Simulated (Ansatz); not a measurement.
# A hypothetical structure for Li2AgO2, part 2 of 2

Starting from a made-up structure for Li2AgO2, the aim is the relaxed cell, its shortest contacts and, where a second run follows, its electronic structure.

Ansatz 0.2.0; DFT, PBEsol, plane-wave PAW, files of the set soft_1, scalar-relativistic, no spin, cell and ions relaxed at zero pressure; PAW set soft_1 (the session's first sound run).

So far: The starting structure; Relaxation of the guess.

### Step 3. Electronic structure of the relaxed cell

With the geometry fixed, one more self-consistent run, with a narrower smearing and the mesh shown in its input, gives the bands, and its pressure, and its forces where symmetry allows any, show how far the geometry depends on these settings.

This step: DFT, PBEsol, plane-wave PAW, files of the set soft_1, scalar-relativistic, no spin, bands and density of states at the relaxed cell; PAW set soft_1 (Ansatz 0.2.0).

Input file input.yaml:

```yaml
crystal:
  lattice:
    - [3.1439118227, -1.4830435582, -0.0405701815]
    - [3.1439118227, 1.4830435582, -0.0405701815]
    - [-1.1247220935, 0.0, 5.554023599]
  atoms:
    - { symbol: Ag, position: [0.5, 0.5, 0.0] }
    - { symbol: O, position: [0.888451608, 0.888451608, 0.721267208] }
    - { symbol: O, position: [0.111548392, 0.111548392, 0.278732792] }
    - { symbol: Li, position: [0.8284646466, 0.8284646466, 0.3624504239] }
    - { symbol: Li, position: [0.1715353534, 0.1715353534, 0.6375495761] }
kpoints:
  mp_grid: { grid: [12, 12, 6] }
  band_path:
    path:
      - [[0.0, 0.0, 0.0], [-0.5, -0.5, 1.0], [-0.33835778, -0.33835778, 1.24825869], [-0.5, -0.5, 0.5], [-0.29457728, -0.70542272, 0.5]]
      - [[0.29457728, -0.29457728, -0.5], [0.0, 0.0, -0.5], [-0.66164222, -0.66164222, -0.24825869]]
      - [[-0.5, -0.5, 1.0], [-0.35262617, -0.64737383, 1.0]]
      - [[0.35262617, -0.35262617, 0.0], [0.0, 0.0, 0.0], [0.0, -0.5, 0.5]]
      - [[0.0, -0.5, 0.0], [0.0, 0.0, 0.0]]
    npoints: 8
scf:
  occupations: { method: fermi_dirac, width: 0.03 }
  n_extra_bands: 9
hamiltonian:
  xc: pbesol
  pseudopotentials: { kind: paw, azcp: { folder: soft_1 }, xc_functional: pbe }
output:
  forces: true
  stress: true
  write_bands: true
  dos: { projected: true }
  write_density: true
  write_potential: true
  elf: true
  volumetric_format: npy
```

The run is started by

```
$ ansatz run input.yaml --threads 4 --pin off --max-ram 8192MiB --backend cpu --events-out ev --progress --plain --runs-dir out
```

Numbers of over 12 decimals in the logs are rounded to 6 here.

Output:

```text
[...]
Crystal: 5 atoms, lattice volume = 51.657 Å³
Basis set: ecut = 420 eV, 993 PW (Γ), exchange–correlation on 48×48×80 points (8 copies of the dense FFT grid, shifted against one another)
Bands: 28, of which v1, the nominal top of the filled ones, is band 19 counted from 1 (18 counted from 0)
Symmetry: 4 space group operations
[...]
k-points: 242 of 864
[...]
SCF iter   1: F=—  HF=-9051.037830 eV  |F-HF|=—  |Δ(HF+E_count)|=         —  Δρ=8.15e-2  dr2=2.20e0  ethr=3.10e-3  ⟨swp⟩=5.1  Hψ=29032  notcnv=0
[...]
SCF iter   9: F=-9050.595464 eV  HF=-9050.595464 eV  |F-HF|=2.13e-8  |Δ(HF+E_count)|=   2.12e-7  Δρ=8.74e-6  dr2=9.27e-8  ethr=2.70e-10  ⟨swp⟩=10.7  Hψ=44347  notcnv=0
SCF 1 converged in 9 iterations: F = -9050.595464 eV  dr2 = 9.27e-8
[...]
NSCF: frozen V_eff on 85 k-points
SCF converged after 9 iterations
Free energy (F): -9050.595464 eV
[...]
Internal energy: -9050.586119 eV  (E = F + TS)
E sigma→0 (E₀):  -9050.590792 eV
Entropy (-TS):   -0.009345 eV (-1.869 meV/atom)
Fermi energy:    8.211264 eV
[...]
--- Forces (eV/Å), atoms counted from 1 ---
  atom   1  Ag    -0.00000000     0.00000000     0.00000000
  atom   2  O      0.00727533     0.00000000     0.00182692
  atom   3  O     -0.00727533    -0.00000000    -0.00182692
  atom   4  Li     0.00367672    -0.00000000     0.00181667
  atom   5  Li    -0.00367672     0.00000000    -0.00181667
  max |Σ_I F_I| component: 0.00e0 eV/Å
--- Stress (GPa, compression-positive) ---
        0.027736       0.000000       0.007211
        0.000000      -0.084446       0.000000
        0.007205       0.000000       0.013587
  P = ⅓ Tr σ = -0.0144 GPa (-0.144 kbar)
--- Band table (eV; the first three rows and the last of 242) ---
  k-point 0: bands = [... 15 lower, 6.0010, 6.4113, 6.4926, 8.3690, 10.1131, 14.4334, 16.3406, 19.3250, ... 5 higher]
  k-point 1: bands = [... 15 lower, 5.8455, 6.3674, 6.6270, 8.4167, 10.3794, 14.0955, 16.5982, 19.4666, ... 5 higher]
  k-point 2: bands = [... 15 lower, 5.6296, 6.2846, 6.8002, 8.5075, 10.9305, 13.4892, 16.9874, 19.7505, ... 5 higher]
  k-point 241: bands = [... 15 lower, 5.9332, 6.2462, 6.9585, 8.1678, 11.2040, 13.5948, 15.0440, 19.4197, ... 5 higher]
```

The job ended after 6.8 s (4 threads of Arm Neoverse V2, shared host; peak memory 0.53 GiB).

In the SCF lines HF is the Harris–Foulkes energy and dr2 the Hartree energy of the density residual, in eV; the loop may stop once dr2 is under the threshold and the program's other checks hold. Hψ counts applications of the Hamiltonian.

Numbers from this step:

| Quantity | Value |
| --- | --- |
| free energy | -9050.5955 eV |
| energy at zero smearing | -9050.5908 eV |
| smearing term TS | 0.009345 eV |
| Fermi energy | 8.211 eV |
| pressure | -0.01437 GPa |

From bands.tsv, the bands that come nearest the Fermi level along the path, at its corners, in eV from the Fermi level:

| point | band 15 | band 16 | band 17 | band 18 | band 19 | band 20 | band 21 | band 22 |
| --- | --- | --- | --- | --- | --- | --- | --- | --- |
| Γ | -2.25 | -2.21 | -1.80 | -1.72 | 0.16 | 1.90 | 6.22 | 8.13 |
| Y | -3.23 | -2.33 | -1.95 | -1.81 | 0.31 | 3.70 | 5.36 | 8.68 |
| F | -2.58 | -2.33 | -1.98 | -1.57 | 0.06 | 3.22 | 5.66 | 7.24 |
| L | -2.53 | -2.28 | -1.97 | -1.25 | -0.04 | 2.99 | 5.38 | 6.83 |
| I | -2.95 | -2.14 | -2.03 | -1.69 | 0.19 | 5.34 | 5.97 | 7.51 |
| I1 | -2.95 | -2.14 | -2.03 | -1.69 | 0.19 | 5.34 | 5.97 | 7.51 |
| Z | -3.06 | -2.67 | -1.97 | -1.34 | 0.34 | 3.04 | 4.95 | 8.94 |
| F1 | -2.58 | -2.33 | -1.98 | -1.57 | 0.06 | 3.22 | 5.66 | 7.24 |
| Y | -3.23 | -2.33 | -1.95 | -1.81 | 0.31 | 3.70 | 5.36 | 8.68 |
| X1 | -2.65 | -2.14 | -2.09 | -1.67 | -0.39 | 4.80 | 6.97 | 7.44 |
| X | -2.65 | -2.14 | -2.09 | -1.67 | -0.39 | 4.80 | 6.97 | 7.44 |
| Γ | -2.25 | -2.21 | -1.80 | -1.72 | 0.16 | 1.90 | 6.22 | 8.13 |
| N | -3.20 | -2.32 | -1.92 | -1.85 | 0.06 | 4.23 | 6.06 | 7.90 |
| M | -3.21 | -2.82 | -2.10 | -1.37 | 0.26 | 4.95 | 5.98 | 6.90 |
| Γ | -2.25 | -2.21 | -1.80 | -1.72 | 0.16 | 1.90 | 6.22 | 8.13 |

Counts of states for the cell as run, both spins, by energy window (eV from the Fermi level):

```csv
from,to,total
-8,-7,0.00
-7,-6,0.33
-6,-5,4.61
-5,-4,4.27
-4,-3,3.66
-3,-2,3.68
-2,-1,3.44
-1,0,1.04
0,1,0.96
1,2,0.00
2,3,0.28
3,4,0.90
4,5,0.69
5,6,0.55
```

A further 16.0 states lie below the table's range.

Electrostatic potential energy in the ac plane of the conventional cell at fractional y = 0.000, with atoms of Ag and O and Li within 0.2 Å of it. With pseudopotentials it is smooth inside the atoms' cores, unlike the true potential.

Ten even steps from '0' (-30 eV) to '9' (12 eV), each cell a mean:
```
99999832533799999
99999852236999999
99999886679999624
89767899999997001
87214899999995002
95104899999998447
97447999999999899
98889999999998778
98789999999983148
72149999999961038
40029999999973369
40059999888988899
86799997445899999
99999963222699999
99999843752699999
```
Columns run along a (6.3 Å; values clipped at the 3rd and 97th percentile), rows up along c (5.7 Å), edges of the conventional cell, whose origin can differ from the input's. Atoms in or near the plane, at fractional coordinates: Ag at (0.50, 0.00), O at (0.89, 0.72), O at (0.11, 0.28), Li at (0.83, 0.36), Li at (0.17, 0.64).

Valence density in the ac plane of the conventional cell at fractional y = 0.000, with atoms of Ag and O and Li within 0.2 Å of it. It is the smooth field of the valence electrons, not physical close to the nuclei.

Ten steps, logarithmic in the rise over the least value, from '0' (0 e/Å³) to '9' (19 e/Å³), each cell a mean:
```
10000258985200011
11000136753101222
21000123321002454
31121011100014676
32573000000014776
13773000000013553
01441000000001221
01110000000001110
13331000000004641
36652100000016751
57762100000014522
46642000111100002
34321013443100001
12100136886310001
11000158997310001
```
Columns run along a (6.3 Å), rows up along c (5.7 Å), edges of the conventional cell, whose origin can differ from the input's. Atoms in or near the plane, at fractional coordinates: Ag at (0.50, 0.00), O at (0.89, 0.72), O at (0.11, 0.28), Li at (0.83, 0.36), Li at (0.17, 0.64).

ELF in the ac plane of the conventional cell at fractional y = 0.000, with atoms of Ag and O and Li within 0.2 Å of it. It is the smooth field of the valence electrons, not physical close to the nuclei.

Ten even steps from '0' (0.02) to '9' (0.87), each cell a mean:
```
10001246764210111
31000234543102454
63000112221026888
83010000000159758
72582000000279769
41892000000268998
10220000000135664
12221000000000100
58886300000004731
99898400000008933
96598400000003415
87786101111000016
67762012332110014
23310134664310001
00000245875310000
```
Columns run along a (6.3 Å), rows up along c (5.7 Å), edges of the conventional cell, whose origin can differ from the input's. Atoms in or near the plane, at fractional coordinates: Ag at (0.50, 0.00), O at (0.89, 0.72), O at (0.11, 0.28), Li at (0.83, 0.36), Li at (0.17, 0.64).

### Step 4. What came out

```yaml
space_group_relaxed: C2/m
conventional_cell: a = 6.288, b = 2.966, c = 5.667 Å; α = 90.0°, β = 102.2°, γ = 90.0°
volume_per_atom: 10.33 Å³ (guess 11.33)
```

In words: Li2AgO2 relaxes to C2/m with a = 6.288, b = 2.966 and c = 5.667 Å. The guessed volume was 10 % too large. The space group C2/m was held in the relaxation, so the end point is a stationary structure within it and may be a saddle against distortions or other arrangements. Bands cross the Fermi level, so it is a metal or semimetal at this level. The electron count is odd, which forces that without spin polarisation or a larger cell. On the 12×12×6 mesh with the narrower smearing (relaxed on 10×10×5) the largest force component is 0.007 eV/Å and the largest stress component is 0.084 GPa, against the relaxation's thresholds of 0.015 eV/Å and 0.05 GPa. The cutoff wasn't tested. No dispersion term is used, so weakly bound directions may come out too long. The runs have no spin, and magnetism wasn't tested. Nothing here tests whether the compound is stable against decomposition.

[Logs are printed without paths, hosts, clocks, repeated set-up lines and the standing remarks that a program may print on its own settings, such as how far it seeks lower states.]

[Hosts, paths, dates, database ids (printed as entryN), source tags and the programs' standing remarks are cut or masked in the printed files.]
